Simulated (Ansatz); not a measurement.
**A hypothetical structure for MoAs3PPt**

Starting from a made-up structure for MoAs3PPt, the aim is the relaxed cell, its shortest contacts and, where a second run follows, its electronic structure.

Calculated with Ansatz 0.2.0; DFT, PBE, plane-wave PAW, files of the set soft_1, scalar-relativistic, no spin, cell and ions relaxed at zero pressure; PAW set soft_1.

## (1) The structure

It takes space group Cm (No. 8, monoclinic). Conventional cell: a = 8.962 Å, b = 3.206 Å, c = 7.526 Å, α = 90.00°, β = 120.27°, γ = 90.00°. Pt has 2 P at 2.47 Å and 6 As at 2.51 to 2.74 Å nearest. Nearest to Mo lie 1 P at 2.44 Å and 7 As at 2.51 to 2.68 Å. Nearest to As lie 1 P at 2.31 Å and 1 Pt at 2.51 Å and 2 Mo at 2.51 Å. Nearest to As lie 3 Pt at 2.62 Å and 2 Mo at 2.68 Å and 2 As at 2.85 Å. Nearest to As lie 3 Mo at 2.57 to 2.64 Å and 2 Pt at 2.74 Å and 2 As at 2.85 Å. P has 1 As at 2.31 Å and 1 Mo at 2.44 Å and 2 Pt at 2.47 Å nearest. Farther neighbours are not listed.

## (2) Relaxing cell and atoms

The guess takes its coordinates from another compound and its volume from a rule, so the cell and any free coordinates are relaxed together.

The input, input.yaml:

```yaml
crystal:
  lattice:
    - [4.481, -1.603, 0.0]
    - [4.481, 1.603, 0.0]
    - [-3.793672076, 0.0, 6.499902167]
  atoms:
    - { symbol: Pt, position: [0.1637, 0.1637, 0.2126] }
    - { symbol: Mo, position: [0.8455, 0.8455, 0.793] }
    - { symbol: As, position: [0.1356, 0.1356, 0.5278] }
    - { symbol: As, position: [0.4003, 0.4003, 0.1051] }
    - { symbol: As, position: [0.598, 0.598, 0.8859] }
    - { symbol: P, position: [0.8592, 0.8592, 0.4771] }
kpoints:
  mp_grid: { grid: [9, 9, 4] }
scf:
  occupations: { method: fermi_dirac, width: 0.05 }
hamiltonian:
  xc: pbe
  pseudopotentials: { kind: paw, azcp: { folder: soft_1 } }
relax:
  f_tol: 0.015
  max_steps: 70
  cell: {}
output:
  forces: true
  stress: true
```

Command:

```
> ansatz run input.yaml --threads 4 --pin off --max-ram 10240MiB --backend cpu --events-out ev --progress --plain --runs-dir out
```

Numbers of over 12 decimals in the logs are rounded to 6 here.

The program printed:

```text
Engine: ansatz 0.2.0, x86_64-unknown-linux-gnu
Pseudopotentials: kind: paw
Pseudopotential: Pt, paw, valence charge 18, recommended cutoff 420 eV (normal), soft_1/Pt.paw.azcp
Pseudopotential: Mo, paw, valence charge 14, recommended cutoff 420 eV (normal), soft_1/Mo.paw.azcp
Pseudopotential: As, paw, valence charge 15, recommended cutoff 420 eV (normal), soft_1/As.paw.azcp
Pseudopotential: P, paw, valence charge 5, recommended cutoff 420 eV (normal), soft_1/P.paw.azcp
Functional definition: PBE
  parameter kappa = 0.804
  parameter beta = 0.066725
  exchange = pbe_x(kappa = kappa, mu = beta*pi^2/3)
  correlation = pbe_c(beta = beta)
Crystal: 6 atoms, lattice volume = 93.378 Å³
Basis set: ecut = 420 eV, 1817 PW (Γ), exchange–correlation on 64×64×108 points (8 copies of the dense FFT grid, shifted against one another)
Bands: 50, of which v1, the nominal top of the filled ones, is band 41 counted from 1 (40 counted from 0)
Symmetry: 2 space group operations
Space group: Cm (ITA 8), of the structure as read, at distance tolerance 4.5e-5 Å
k-points: 95 of 324 (time reversal used)
Non-local potential: Pt, projectors of the file, l = 0: 3, l = 1: 2, l = 2: 2, l = 3: 1
Non-local potential: Mo, projectors of the file, l = 0: 3, l = 1: 2, l = 2: 2, l = 3: 1
Non-local potential: As, projectors of the file, l = 0: 2, l = 1: 2, l = 2: 3, l = 3: 1
Non-local potential: P, projectors of the file, l = 0: 2, l = 1: 2, l = 2: 1
PAW form: soft (Blöchl's): semilocal exchange-correlation on the pseudo side does not see the compensation charge
PAW one-centre angular grid: Pt, 590 points (default); XC on 64 Gauss nodes
PAW one-centre angular grid: Mo, 590 points (default); XC on 64 Gauss nodes
PAW one-centre angular grid: As, 590 points (default); XC on 64 Gauss nodes
PAW one-centre angular grid: P, 110 points (default); XC on 64 Gauss nodes
Initial density: superposition of atomic densities (chi_scale 0.1, normalization cell, long waves kept (reshape's long-wave potential 0.02 eV rms))
Initial wavefunctions: pseudopotential atomic-orbital guess
Functional: x = pbe(κ = 0.804, μ = 0.219515), c = pbe(β = 0.066725)
SCF iter   1: F=—  HF=-32807.255051 eV  |F-HF|=—  |Δ(HF+E_count)|=         —  Δρ=9.31e-2  dr2=1.78e1  ethr=3.10e-3  ⟨swp⟩=7.0  Hψ=18036  notcnv=0  defer=2
preconditioner: auto → Kerker (q_TF=auto, 2.670 Å⁻¹)  [metal: Δε(μ)=0.005 eV  Ē_g=8.535 eV  σ=0.050 eV  W_gap=0.02  n_scr=30 (ndim 8)  ℏωp=23.1 eV  f_vac=0.000  D(μ)=4.01/eV (n_scr^D=30)]
SCF iter   2: F=—  HF=-32805.746766 eV  |F-HF|=—  |Δ(HF+E_count)|=    1.51e0  Δρ=5.07e-2  dr2=6.15e0  ethr=3.10e-3  ⟨swp⟩=2.0  Hψ=6831  notcnv=0  defer=144
SCF iter   3: F=—  HF=-32804.983829 eV  |F-HF|=—  |Δ(HF+E_count)|=   7.63e-1  Δρ=9.88e-3  dr2=4.56e-1  ethr=3.10e-3  ⟨swp⟩=2.1  Hψ=6485  notcnv=0  defer=144
SCF iter   4: F=—  HF=-32804.928712 eV  |F-HF|=—  |Δ(HF+E_count)|=   5.51e-2  Δρ=2.77e-3  dr2=2.14e-2  ethr=5.57e-4  ⟨swp⟩=2.2  Hψ=6143  notcnv=0  defer=158
SCF iter   5: F=—  HF=-32804.920685 eV  |F-HF|=—  |Δ(HF+E_count)|=   8.03e-3  Δρ=1.62e-3  dr2=3.24e-3  ethr=2.62e-5  ⟨swp⟩=2.0  Hψ=8574  notcnv=0  defer=158
SCF iter   6: F=—  HF=-32804.919544 eV  |F-HF|=—  |Δ(HF+E_count)|=   1.14e-3  Δρ=5.87e-4  dr2=1.02e-3  ethr=3.95e-6  ⟨swp⟩=2.9  Hψ=7850  notcnv=0  defer=158
SCF iter   7: F=—  HF=-32804.919394 eV  |F-HF|=—  |Δ(HF+E_count)|=   1.51e-4  Δρ=1.34e-4  dr2=3.90e-5  ethr=1.25e-6  ⟨swp⟩=2.0  Hψ=5852  notcnv=0  defer=158
SCF iter   8: F=—  HF=-32804.919394 eV  |F-HF|=—  |Δ(HF+E_count)|=   4.31e-7  Δρ=4.01e-5  dr2=2.25e-6  ethr=4.76e-8  ⟨swp⟩=2.0  Hψ=5933  notcnv=0  defer=158
SCF iter   9: F=—  HF=-32804.919394 eV  |F-HF|=—  |Δ(HF+E_count)|=   4.97e-8  Δρ=1.00e-5  dr2=1.71e-7  ethr=2.74e-9  ⟨swp⟩=2.0  Hψ=8022  notcnv=0  defer=158
SCF iter  10: F=-32804.919394 eV  HF=-32804.919394 eV  |F-HF|=1.99e-8  |Δ(HF+E_count)|=   1.51e-7  Δρ=5.28e-6  dr2=3.17e-8  ethr=1.22e-10  ⟨swp⟩=4.3  Hψ=16941  notcnv=0
SCF 1 converged in 10 iterations: F = -32804.919394 eV  dr2 = 3.17e-8
  greatest PAW one-centre occupation: 1.000 electrons in one spin orbital (limit 2), on the Pt atom at site 0 (counted from 0), in its partial waves of l = 0
relax step   1: F+E_penalty+E_count = -32804.91939395 eV  Δ(F+E_penalty+E_count) = +0.000e0 eV  max|allowed force component| = 8.063e-1 eV/Å  Δτ_max = 0.0000 Å  P = +17.083 GPa  Ω = 93.378 Å³  (10 SCF iters, dr2 threshold 1.00e-7 eV, accepted)
Crystal: 6 atoms, lattice volume = 102.518 Å³
Basis set: ecut = 420 eV, 1995 PW (Γ), exchange–correlation on 64×64×108 points (8 copies of the dense FFT grid, shifted against one another)
Initial density: handed on by an earlier stage of this run
Initial wavefunctions: those handed on with the density
iter 1 solved again at ethr=7.54e-4 eV; its pass at ethr=3.10e-3 eV (dr2=6.18e-1 eV) is discarded
SCF iter   1: F=—  HF=-32805.612999 eV  |F-HF|=—  |Δ(HF+E_count)|=         —  Δρ=1.35e-2  dr2=6.21e-1  ethr=7.54e-4  ⟨swp⟩=1.7  Hψ=25731  notcnv=0
preconditioner: auto → Kerker (q_TF=auto, 2.629 Å⁻¹)  [metal: Δε(μ)=0.026 eV  Ē_g=8.049 eV  σ=0.050 eV  W_gap=0.13  n_scr=30 (ndim 8)  ℏωp=22.0 eV  f_vac=0.000  D(μ)=3.59/eV (n_scr^D=30)]
SCF iter   2: F=—  HF=-32805.570962 eV  |F-HF|=—  |Δ(HF+E_count)|=   4.20e-2  Δρ=7.35e-3  dr2=2.24e-1  ethr=7.54e-4  ⟨swp⟩=1.0  Hψ=4750  notcnv=0
SCF iter   3: F=—  HF=-32805.548566 eV  |F-HF|=—  |Δ(HF+E_count)|=   2.24e-2  Δρ=1.50e-3  dr2=7.49e-3  ethr=2.73e-4  ⟨swp⟩=2.1  Hψ=5614  notcnv=0
SCF iter   4: F=—  HF=-32805.547819 eV  |F-HF|=—  |Δ(HF+E_count)|=   7.47e-4  Δρ=6.43e-4  dr2=1.23e-3  ethr=9.13e-6  ⟨swp⟩=2.0  Hψ=8851  notcnv=0
SCF iter   5: F=—  HF=-32805.547129 eV  |F-HF|=—  |Δ(HF+E_count)|=   6.90e-4  Δρ=3.49e-4  dr2=2.61e-4  ethr=1.50e-6  ⟨swp⟩=2.0  Hψ=8147  notcnv=0
SCF iter   6: F=—  HF=-32805.547112 eV  |F-HF|=—  |Δ(HF+E_count)|=   1.67e-5  Δρ=1.47e-4  dr2=4.00e-5  ethr=3.19e-7  ⟨swp⟩=2.0  Hψ=8131  notcnv=0
SCF iter   7: F=—  HF=-32805.547105 eV  |F-HF|=—  |Δ(HF+E_count)|=   7.12e-6  Δρ=3.54e-5  dr2=2.79e-6  ethr=4.88e-8  ⟨swp⟩=2.0  Hψ=8143  notcnv=0
SCF iter   8: F=-32805.547105 eV  HF=-32805.547105 eV  |F-HF|=4.74e-7  |Δ(HF+E_count)|=   1.61e-7  Δρ=1.19e-5  dr2=2.59e-7  ethr=7.32e-10  ⟨swp⟩=5.0  Hψ=20680  notcnv=0
SCF 2 converged in 8 iterations: F = -32805.547105 eV  dr2 = 2.59e-7
relax step   2: F+E_penalty+E_count = -32805.54710470 eV  Δ(F+E_penalty+E_count) = -6.277e-1 eV  max|allowed force component| = 5.302e-1 eV/Å  Δτ_max = 0.0603 Å  P = +0.810 GPa  Ω = 102.518 Å³  energy of the carried Pulay correction = -2.597e-3 eV  (8 SCF iters, dr2 threshold 6.00e-7 eV, accepted)
Crystal: 6 atoms, lattice volume = 103.746 Å³
[...]
relax step  20: F+E_penalty+E_count = -32805.76700595 eV  Δ(F+E_penalty+E_count) = -7.552e-4 eV  max|allowed force component| = 1.298e-2 eV/Å  Δτ_max = 0.0032 Å  P = -0.065 GPa  Ω = 104.949 Å³  energy of the carried Pulay correction = -3.248e-3 eV  (11 SCF iters, accepted)
relax step  21: F+E_penalty+E_count = -32805.76755620 eV  Δ(F+E_penalty+E_count) = -5.503e-4 eV  max|allowed force component| = 3.830e-2 eV/Å  Δτ_max = 0.0220 Å  P = -0.242 GPa  Ω = 105.219 Å³  energy of the carried Pulay correction = -3.319e-3 eV  (7 SCF iters, dr2 threshold 3.10e-7 eV, accepted)
relax step  22: F+E_penalty+E_count = -32805.76807174 eV  Δ(F+E_penalty+E_count) = -5.155e-4 eV  max|allowed force component| = 1.685e-2 eV/Å  Δτ_max = 0.0076 Å  P = +0.004 GPa  Ω = 104.978 Å³  energy of the carried Pulay correction = -3.255e-3 eV  (6 SCF iters, dr2 threshold 2.82e-7 eV, accepted)
relax step  23: F+E_penalty+E_count = -32805.76815962 eV  Δ(F+E_penalty+E_count) = -8.788e-5 eV  max|allowed force component| = 3.489e-3 eV/Å  Δτ_max = 0.0031 Å  P = +0.021 GPa  Ω = 104.971 Å³  energy of the carried Pulay correction = -3.254e-3 eV  (6 SCF iters, dr2 threshold 1.78e-8 eV, accepted)
relax step  24: F+E_penalty+E_count = -32805.80545964 eV  Δ(F+E_penalty+E_count) = -3.730e-2 eV  max|allowed force component| = 3.180e-3 eV/Å  Δτ_max = 0.0000 Å  P = +0.580 GPa  Ω = 104.971 Å³  stress off target by 1.52e0 GPa  SCF on the basis re-selected at this cell (its energy is not comparable with the rows above)  (8 SCF iters)
relax step  25: F+E_penalty+E_count = -32805.81883766 eV  Δ(F+E_penalty+E_count) = -1.338e-2 eV  max|allowed force component| = 6.135e-2 eV/Å  Δτ_max = 0.0343 Å  P = +0.111 GPa  Ω = 105.256 Å³  energy of the carried Pulay correction = -7.279e-5 eV  (7 SCF iters, dr2 threshold 6.00e-7 eV, accepted)
relax step  26: F+E_penalty+E_count = -32805.81856389 eV  Δ(F+E_penalty+E_count) = +2.738e-4 eV  max|allowed force component| = 9.096e-2 eV/Å  Δτ_max = 0.0248 Å  P = +0.160 GPa  Ω = 105.192 Å³  energy of the carried Pulay correction = -5.880e-5 eV  (6 SCF iters, dr2 threshold 6.00e-7 eV, rejected (line search))
relax step  27: F+E_penalty+E_count = -32805.82128425 eV  Δ(F+E_penalty+E_count) = -2.447e-3 eV  max|allowed force component| = 2.886e-2 eV/Å  Δτ_max = 0.0129 Å  P = -0.173 GPa  Ω = 105.510 Å³  energy of the carried Pulay correction = -1.351e-4 eV  (11 SCF iters, accepted)
relax step  28: F+E_penalty+E_count = -32805.82150802 eV  Δ(F+E_penalty+E_count) = -2.238e-4 eV  max|allowed force component| = 2.618e-2 eV/Å  Δτ_max = 0.0043 Å  P = +0.058 GPa  Ω = 105.342 Å³  energy of the carried Pulay correction = -9.312e-5 eV  (6 SCF iters, dr2 threshold 1.76e-7 eV, accepted)
relax step  29: F+E_penalty+E_count = -32805.82159162 eV  Δ(F+E_penalty+E_count) = -8.360e-5 eV  max|allowed force component| = 4.887e-3 eV/Å  Δτ_max = 0.0027 Å  P = +0.025 GPa  Ω = 105.344 Å³  energy of the carried Pulay correction = -9.383e-5 eV  (6 SCF iters, dr2 threshold 4.45e-8 eV, accepted)
relax step  30: F+E_penalty+E_count = -32805.82158317 eV  Δ(F+E_penalty+E_count) = +8.445e-6 eV  max|allowed force component| = 6.711e-3 eV/Å  Δτ_max = 0.0012 Å  P = -0.015 GPa  Ω = 105.379 Å³  energy of the carried Pulay correction = -1.025e-4 eV  (6 SCF iters, dr2 threshold 7.27e-9 eV, accepted)
relax step  31: F+E_penalty+E_count = -32805.82159521 eV  Δ(F+E_penalty+E_count) = -1.204e-5 eV  max|allowed force component| = 1.827e-3 eV/Å  Δτ_max = 0.0008 Å  P = -0.002 GPa  Ω = 105.367 Å³  energy of the carried Pulay correction = -9.971e-5 eV  (6 SCF iters, dr2 threshold 9.57e-9 eV, accepted)
iter 1 solved again at ethr=2.54e-7 eV; its pass at ethr=3.10e-3 eV (dr2=2.08e-4 eV) is discarded
SCF iter   1: F=—  HF=-32805.821435 eV  |F-HF|=—  |Δ(HF+E_count)|=         —  Δρ=2.32e-4  dr2=1.44e-6  ethr=2.54e-7  ⟨swp⟩=3.6  Hψ=30411  notcnv=0
SCF iter   2: F=—  HF=-32805.821681 eV  |F-HF|=—  |Δ(HF+E_count)|=   2.47e-4  Δρ=1.18e-4  dr2=3.68e-7  ethr=1.76e-9  ⟨swp⟩=2.0  Hψ=8446  notcnv=0
SCF iter   3: F=—  HF=-32805.821767 eV  |F-HF|=—  |Δ(HF+E_count)|=   8.59e-5  Δρ=1.74e-6  dr2=9.19e-10  ethr=4.48e-10  ⟨swp⟩=2.3  Hψ=8512  notcnv=0
SCF iter   4: F=—  HF=-32805.821767 eV  |F-HF|=—  |Δ(HF+E_count)|=   5.33e-9  Δρ=4.31e-7  dr2=1.06e-10  ethr=1.12e-12  ⟨swp⟩=2.0  Hψ=8629  notcnv=0
iter 5 did not close the SCF: its close was put off for the readings that it lacked (scf_convergence_deferred on its scf_iter line)
SCF iter   5: F=-32805.821767 eV  HF=-32805.821767 eV  |F-HF|=0.00e0  |Δ(HF+E_count)|=  2.91e-11  Δρ=1.62e-7  dr2=2.65e-11  ethr=1.00e-12  ⟨swp⟩=2.0  Hψ=6175  notcnv=0
SCF iter   6: F=-32805.821767 eV  HF=-32805.821767 eV  |F-HF|=7.28e-12  |Δ(HF+E_count)|=  1.46e-11  Δρ=5.10e-8  dr2=6.78e-12  ethr=1.00e-12  ⟨swp⟩=3.0  Hψ=17226  notcnv=0
SCF 32 converged in 6 iterations: F = -32805.821767 eV  dr2 = 6.78e-12
relax step  32: F+E_penalty+E_count = -32805.82176719 eV  Δ(F+E_penalty+E_count) = -1.720e-4 eV  max|allowed force component| = 1.733e-3 eV/Å  Δτ_max = 0.0000 Å  P = -0.003 GPa  Ω = 105.367 Å³  stress off target by 9.36e-3 GPa  SCF on the basis re-selected at this cell (its energy is not comparable with the rows above)  (6 SCF iters)
basis re-selected at this cell: Δ(F+E_penalty+E_count) = -1.720e-4 eV, ΔP = -0.001 GPa vs the last step (what re-selecting the basis moved, of the pressure what is left beyond the Pulay correction that the steps carried, after the strain that the cell walked since its last selection, with what the two solves' SCF thresholds leave and, on support functions, any second-order correction that the steps lacked; it is no m [...]
SCF converged after 6 iterations
Free energy (F): -32805.821767 eV
Harris-Foulkes:  -32805.821767 eV  (|F-HF|=7.28e-12)
Internal energy: -32805.805087 eV  (E = F + TS)
E sigma→0 (E₀):  -32805.813427 eV
Entropy (-TS):   -0.016680 eV (-2.780 meV/atom)
Fermi energy:    14.370081 eV
--- Per-component energies (eV) ---
  E_band       = -947.428408
  E_kinetic    = 1379.793904
  E_local      = -8585.497622  (includes V_loc(G=0)·N_el)
  E_nonlocal   = -793.383022
  E_hartree    = 4325.474952
  E_xc         = -693.395859
  E_vxc        = -774.601541  (∫ρ·V_xc dr)
  E_paw        = -19295.730912  (= ΣΔE_a)
  E_vpaw       = -824.691174  (= ΣTr[D̂ρ^β])
  E_aug_tail   = 0.001118  (compensation charges beyond the density's cutoff)
  E_ewald      = -9143.067647
  E_smearing   = -0.016680  (= −TS)
  E_closure    = 0.000000  (closes the sum)
  Σ components = -32805.821767   (vs F -32805.821767, Δ=0.00e0)
--- Forces (eV/Å), atoms counted from 1 ---
  atom   1  Pt    -0.00042140     0.00000000     0.00036309
  atom   2  Mo    -0.00025431     0.00000000     0.00075755
  atom   3  As    -0.00147965     0.00000000     0.00037565
  atom   4  As     0.00007668     0.00000000    -0.00085800
  atom   5  As     0.00034590     0.00000000    -0.00049938
  atom   6  P      0.00173251     0.00000000    -0.00013848
  max |Σ_I F_I| component: 4.37e-7 eV/Å
--- Stress (GPa, compression-positive) ---
       -0.006837       0.000000      -0.003084
        0.000000       0.002752       0.000000
       -0.003084       0.000000      -0.005587
  P = ⅓ Tr σ = -0.0032 GPa (-0.032 kbar)
--- Relaxed structure (30 steps of the walk, 25 accepted, 2 SCFs on fresh bases) ---
  F+E_penalty+E_count = -32805.82176719 eV   max|allowed force component| = 1.733e-3 eV/Å   (the final SCF, on the basis selected at the relaxed cell)
  cell:  # Å, volume = 105.3673 Å³
    - [4.233436, -1.957641, -0.170780]
    - [4.233436, 1.957641, -0.170780]
    - [-3.831806, 2.238018557300483e-17, 6.511546]
  atoms:
    - { symbol: Pt, position: [0.173315, 0.173315, 0.243855] }
    - { symbol: Mo, position: [0.857231, 0.857231, 0.800727] }
    - { symbol: As, position: [0.151056, 0.151056, 0.563330] }
    - { symbol: As, position: [0.406527, 0.406527, 0.089976] }
    - { symbol: As, position: [0.582112, 0.582112, 0.850379] }
    - { symbol: P, position: [0.832059, 0.832059, 0.453233] }
```

Run time: 4.9 min. Hardware: 4 threads of Intel Xeon Platinum 8488C (Sapphire Rapids), shared host; peak memory 0.85 GiB; 19 min of CPU time.

Step by step (22 of 32):

```csv
step,energy less that of the first step (eV),largest force component (eV/Å),pressure (GPa),volume (Å³)
1,0.0000,0.8063,17.08,93.38
2,-0.6277,0.5302,0.81,102.52
4,-0.7926,0.4033,-0.67,104.57
5,-0.7767,0.3547,0.26,104.11
7,-0.8194,0.1374,-0.22,104.65
8,-0.8217,0.3892,1.22,104.56
10,-0.8384,0.0673,-0.34,105.54
11,-0.8385,0.1039,0.47,104.87
13,-0.8409,0.0478,0.23,105.01
14,-0.8417,0.0256,0.09,105.16
16,-0.8435,0.1059,-0.75,105.39
17,-0.8314,0.3802,0.72,104.32
19,-0.8462,0.1125,-0.38,105.20
20,-0.8476,0.0130,-0.07,104.95
22,-0.8487,0.0169,0.00,104.98
23,-0.8488,0.0035,0.02,104.97
25,-0.8994,0.0613,0.11,105.26
26,-0.8992,0.0910,0.16,105.19
28,-0.9021,0.0262,0.06,105.34
29,-0.9022,0.0049,0.03,105.34
31,-0.9022,0.0018,0.00,105.37
32*,-0.9024,0.0017,0.00,105.37
```

Relaxation steps marked * repeat the geometry before them on a plane-wave basis chosen anew for their cell, so energy and pressure can jump there. Other such steps can lie between the rows shown. Relaxation steps 5, 11, 17, 19, 26 were tried and not accepted.

The run keeps the 2 symmetry operations that it works with, so distortions that break them were not tested.

```csv
cell as run,before,after,change
a (Å),4.759,4.667,-1.9 %
b (Å),4.759,4.667,-1.9 %
c (Å),7.526,7.555,+0.4 %
α (°),118.33,119.44,+0.9 %
β (°),118.33,119.44,+0.9 %
γ (°),39.37,49.60,+26.0 %
volume (Å³/atom),15.56,17.56,+12.8 %
```

The atoms that moved most (Å, as changes of fractional coordinates times the final cell):

```csv
atom,dx,dy,dz,length
As3,-0.005,0.000,0.226,0.226
As5,0.002,0.000,-0.226,0.226
Pt1,-0.038,0.000,0.200,0.204
P6,-0.138,0.000,-0.146,0.201
As4,0.111,0.000,-0.101,0.150
Mo2,0.070,0.000,0.046,0.084
```

The relaxed structure:

```xyz
6
Lattice="4.2334 -1.9576 -0.1708 4.2334 1.9576 -0.1708 -3.8318 0.0000 6.5115" Properties=species:S:1:pos:R:3 pbc="T T T"
Pt    0.5330    0.0000    1.5287
Mo    4.1898    0.0000    4.9212
As   -0.8796    0.0000    3.6166
As    3.0972    0.0000    0.4470
As    1.6702    0.0000    5.3385
P     5.3082    0.0000    2.6670
```

This step gave:

```
free energy             : -32805.8218 eV
energy at zero smearing : -32805.8134 eV
smearing term TS        : 0.01668 eV
Fermi energy            : 14.37 eV
electrons               : 82
symmetry operations     : 2
pressure                : -0.003224 GPa
```

Shortest distances by pair of elements, guess and relaxed (not always the same contact):

```csv
pair,guess (Å),relaxed (Å)
As–P,2.308,2.359
P–Pt,2.467,2.417
Mo–P,2.442,2.516
As–Pt,2.509,2.521
As–Mo,2.511,2.554
```

The relaxation ends with a largest force component of 0.0017 eV/Å and a pressure of 0.00 GPa.

## (3) Outcome

```
space group, relaxed : Cm
conventional cell    : a = 8.474, b = 3.915, c = 7.555 Å; α = 90.0°, β = 122.8°, γ = 90.0°
volume per atom      : 17.56 Å³ (guess 15.56)
```

In words: MoAs3PPt relaxes to Cm with a = 8.474, b = 3.915 and c = 7.555 Å. The guessed volume was 11 % too small. The space group Cm was held in the relaxation, so the end point is a stationary structure within it and may be a saddle against distortions or other arrangements. Mesh and cutoff weren't tested. Spin-orbit coupling is left out, which can matter for elements this heavy. No dispersion term is used, so weakly bound directions may come out too long. The runs have no spin, and magnetism wasn't tested. Nothing here tests whether the compound is stable against decomposition.

[Logs are printed without paths, hosts, clocks, repeated set-up lines and the standing remarks that a program may print on its own settings, such as how far it seeks lower states.]

[Hosts, paths, dates, database ids (printed as entryN), source tags and the programs' standing remarks are cut or masked in the printed files.]
